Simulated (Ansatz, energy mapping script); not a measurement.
# CoO: energy mapping under PBEsol+U (1.16 eV), part 3 of 3

How strongly do the moments of CoO couple under PBEsol+U (1.16 eV)? The plan is to run several orders and fit a Heisenberg model.

PBEsol with U = 1.16 eV on Co d, ortho-atomic projectors; plane waves, U on orthogonalised atomic orbitals unless named otherwise, collinear spin, no spin–orbit coupling.

So far. Step 10 (Uncompensated ++− start in cell C (6 atoms)): The run ends ferrimagnetic, 45.38 meV a magnetic atom below the parallel order of its cell. Step 11 (Run 7 (parallel; cell D, 6 atoms)): The run ends ferromagnetic. For each magnetic atom its energy differs from the parallel run of the first cell by -0.77 meV, an error that one common reference would have brought in.

## (12) Uncompensated ++− start in cell D (6 atoms)

This order reverses 5.33 of the 12 neighbours at 3.01 Å, 1.33 of the 6 neighbours at 4.26 Å and 16 of the 24 neighbours at 5.22 Å, counted for an average magnetic atom.

Contents of input.yaml:

```yaml
crystal:
  lattice:
    - [0.0, 2.1315, 2.1315]
    - [0.0, 2.1315, -2.1315]
    - [-6.3945, -2.1315, 0.0]
  atoms:
    - { symbol: Co, position: [0.0, 0.0, 0.0], spin: 3.0 }
    - { symbol: Co, position: [0.333333333, 0.333333333, 0.666666667], spin: 3.0 }
    - { symbol: Co, position: [0.666666667, 0.666666667, 0.333333333], spin: -3.0 }
    - { symbol: O, position: [0.833333333, 0.833333333, 0.666666667] }
    - { symbol: O, position: [0.166666667, 0.166666667, 0.333333333] }
    - { symbol: O, position: [0.5, 0.5, 0.0] }
magnetization:
  spin_polarized: true
kpoints:
  mp_grid: { grid: [8, 8, 8] }
hamiltonian:
  xc: pbesol
  hubbard:
    sites:
      - { species: Co, l: d, u_eff: 1.16 }
      - { site: 0, l: d, u_eff: 1.16, starting_ns: [{ spin: up, occupation_matrix: co1_major }, { spin: down, occupation_matrix: co1_minor }] }
      - { site: 1, l: d, u_eff: 1.16, starting_ns: [{ spin: up, occupation_matrix: co1_major }, { spin: down, occupation_matrix: co1_minor }] }
      - { site: 2, l: d, u_eff: 1.16, starting_ns: [{ spin: up, occupation_matrix: co1_minor }, { spin: down, occupation_matrix: co1_major }] }
    projectors: ortho-atomic
    occupation_matrices:
      co1_major:
        matrix:
          - [0.993, 0.0, 0.0, 0.0, 0.0]
          - [0.0, 0.998, 0.0, 0.0, 0.0]
          - [0.0, 0.0, 0.998, 0.0, 0.0]
          - [0.0, 0.0, 0.0, 0.993, 0.0]
          - [0.0, 0.0, 0.0, 0.0, 0.998]
      co1_minor:
        matrix:
          - [0.202, -0.058, -0.058, 0.0, -0.116]
          - [-0.058, 0.666, -0.27, -0.1, 0.27]
          - [-0.058, -0.27, 0.666, 0.1, 0.27]
          - [0.0, -0.1, 0.1, 0.202, 0.0]
          - [-0.116, 0.27, 0.27, 0.0, 0.666]
scf:
  occupations: { method: fermi_dirac, width: 0.05 }
output:
  eigenvalues: true
```

The run is started by

```
$ ansatz run input.yaml --threads 4 --pin off --max-ram 8192MiB --backend cpu --events-out ev --progress --plain --runs-dir out
```

Numbers of over 12 decimals in the logs are rounded to 6 here.

The log of the run:

```text
[...]
Crystal: 6 atoms, lattice volume = 58.104 Å³
Basis set: ecut = 420 eV, 1097 PW (Γ)
Bands: 47, of which v1, the nominal top of the filled ones, is band 35 counted from 1 (34 counted from 0)
Symmetry: 2 space group operations
k-points: 260 of 512
[...]
Starting moments: Σ|m| = 9 μB on 3 of 6 sites
[...]
k-point 1 ↑: bands = [... 31 lower, 11.2435, 11.4318, 11.7367, 11.7464, 12.8848, 14.0369, 14.3969, 14.7735, ... 8 higher]
  k-point 2 ↑: bands = [... 31 lower, 11.2626, 11.4511, 11.7022, 11.7500, 12.8659, 14.0291, 14.3958, 14.7553, ... 8 higher]
  k-point 259 ↓: bands = [... 31 lower, 13.0523, 13.1455, 14.3059, 14.3690, 14.8902, 14.9168, 15.0379, 15.4395, ... 8 higher]
Occupation matrices written to <dir>
[key lines of the parts left out:]
SCF converged after 18 iterations
Magnetization: 2.9843 μB (35.9921 up, 33.0079 down)
Free energy (F): -16955.505547 eV
Fermi energy:    13.775382 eV
```

Run time: 28 s. Hardware: 4 threads of Arm Neoverse V2, shared host; peak memory 1.3 GiB.

The run ends ferrimagnetic, 16.33 meV a magnetic atom below the parallel order of its cell (energies taken at zero occupation width, not the printed F).

## (13) Mapping onto a Heisenberg model

Each energy difference is a sum of couplings weighted by the pairs that the order reverses. A few near shells are fitted to the differences by least squares. Energies are those extrapolated to zero occupation width, not the free energies F.

The orders that converged (zero: parallel moments in the same cell):

| order | atoms | energy (meV a magnetic atom) | moments (μB) | moments kept as typed | opposed neighbours at 3.01, 4.26, 5.22 Å |
| --- | --- | --- | --- | --- | --- |
| parallel in cell A | 4 | 0.00 | 2.54 | yes | 0, 0, 0 |
| compensated +− in cell A | 4 | 39.78 | 2.51 | yes | 8, 0, 16 |
| parallel in cell B | 4 | 0.00 | 2.53 | yes | 0, 0, 0 |
| compensated +− in cell B | 4 | -131.49 | 2.42 | yes | 6, 6, 12 |
| parallel in cell C | 6 | 0.00 | 2.53 | yes | 0, 0, 0 |
| uncompensated ++− in cell C | 6 | -45.38 | 2.43 to 2.49 | yes | 6.67, 2.67, 8 |
| parallel in cell D | 6 | 0.00 | 2.53 | yes | 0, 0, 0 |
| uncompensated ++− in cell D | 6 | -16.33 | 2.47 to 2.50 | yes | 5.33, 1.33, 16 |

Couplings from the energies, with E = −Σ J e·e over ordered pairs:

| pair | distance (Å) | neighbours | J (meV) |
| --- | --- | --- | --- |
| Co–Co | 3.01 | 12 | 2.31 |
| Co–Co | 4.26 | 6 | -13.4 |
| Co–Co | 5.22 | 24 | -0.0360 |

These orders cannot tell some unfitted shells from fitted ones: the value at 3.01 Å holds J(3.01) + 4 J(7.98); other unfitted shells add to the values wholly or in part.

Adding the shell at 6.03 Å gives 2.6, -13, -0.080 and -0.58 meV and a mean-field temperature of 571 K, an exact solve that tests nothing.

Limits of this fit: some orders are gapless and others have a gap.

In mean field these couplings order at 623 K, at q = (0.50, 0.50, 0.50) in fractions of the conventional cell's reciprocal vectors, and give a Curie–Weiss temperature of -415 K.

## (14) Monte Carlo

Mean field ignores fluctuations and overstates the ordering temperature, so the model is also sampled. The heat capacity peaks where order sets in.

Classical unit spins with these couplings on 8×8×4 copies of a cell that holds the lowest order (512 spins), heat-bath sweeps, cooled from random directions, 1009 sweeps to settle and 3027 measured at each temperature, averaged over 4 runs.

| T (K) | order along the lowest pattern | net moment | heat capacity (k_B a spin) |
| --- | --- | --- | --- |
| 74.7 | 0.45 | 0.01 | 1.03 |
| 128 | 0.41 | 0.01 | 1.06 |
| 207 | 0.39 | 0.02 | 1.14 |
| 260 | 0.33 | 0.02 | 1.27 |
| 314 | 0.33 | 0.02 | 1.42 |
| 393 | 0.28 | 0.02 | 1.83 |
| 420 | 0.25 | 0.02 | 1.83 |
| 446 | 0.22 | 0.03 | 1.94 |
| 499 | 0.16 | 0.03 | 1.32 |
| 552 | 0.12 | 0.03 | 0.73 |
| 632 | 0.09 | 0.03 | 0.38 |
| 685 | 0.08 | 0.03 | 0.29 |

The smoothed heat capacity peaks at 426 K. The order column follows one pattern alone; equivalent domains or another pattern share the rest.

## (15) Summary of results

```json
{
  "lowest order tried": "compensated +− in cell B",
  "largest fitted value (a combination of shells), Co–Co at 4.26 Å": "-13.4 meV",
  "ordering temperature, mean field": "623 K",
  "heat-capacity peak, Monte Carlo": "426 K"
}
```

**Reading.** Of the orders tried, CoO prefers the order “compensated +− in cell B” under PBEsol+U (1.16 eV), with 6 of 12 neighbours at 3.01 Å, 6 of 6 neighbours at 4.26 Å and 12 of 24 neighbours at 5.22 Å opposed, and the heat capacity of the fitted model peaks near 426 K (Monte Carlo, classical spins). The largest fitted coupling is the Co–Co pair at 4.26 Å, antiferromagnetic at -13 meV, across a ligand at about 180°. The orders also reverse pairs at 6.03 Å, which are not fitted, so the fitted values hold their part too. With 4 differences for 3 couplings the fit misses by 4.0 meV at most, a small part of the spread. In the fitted orders moments change by up to 4.4 % against the parallel run of the same cell, so their size stays put. The fit is in doubt: some orders are gapless and others have a gap. The couplings are then rough, the small ones most of all. Monte Carlo puts the peak at 0.68 of the mean-field temperature, since mean field leaves out fluctuations. In tests on simple cubic and body-centred models such peaks lay 5 to 6 % under the bulk value. On cooling, the order along the one computed pattern stays at or under 0.45: the model settles in an equivalent domain, a degenerate mixture or another order. The parallel order holds 3 μB a magnetic atom, spin 1.5; the common factor (S+1)/S would raise the classical 426 K to 709 K, a correction that often overshoots. The program narrowed the symmetry for the carried occupation matrices. Where that marks an ordered orbital filling, bonds of one length need not share one coupling; each fitted J is a mean over the bonds that the orders reverse. The classical value and the one scaled by (S+1)/S differ by a factor of 1.7, so closeness of either to the measured temperature is partly a matter of convention.

Comparison with the measured values:

| quantity | measured | PBEsol+U (1.16 eV), Monte Carlo | PBEsol+U (1.16 eV), Monte Carlo × (S+1)/S |
| --- | --- | --- | --- |
| ordering temperature (spin model) (K) | 291 | 426 (+46.3 %) | 709 (+143.8 %) |

Measured values from arxiv:2004.06613 (2020).

**Verdict.** The ordering temperature is off by +46.3 % at PBEsol+U (1.16 eV), Monte Carlo: a clear miss. No cell relaxation is part of this session.

[Logs and program files are shortened in this print: banners, set-up blocks, solver, clock and traceback lines can be left out without a mark of their own.]

[Logs are printed without paths, hosts, clocks, repeated set-up lines and the standing remarks that a program may print on its own settings, such as how far it seeks lower states.]

[Hosts, paths, dates, database ids (printed as entryN), source tags and the programs' standing remarks are cut or masked in the printed files.]

[Where a cell is said to come from a database of computed structures, the database is the Materials Project.]
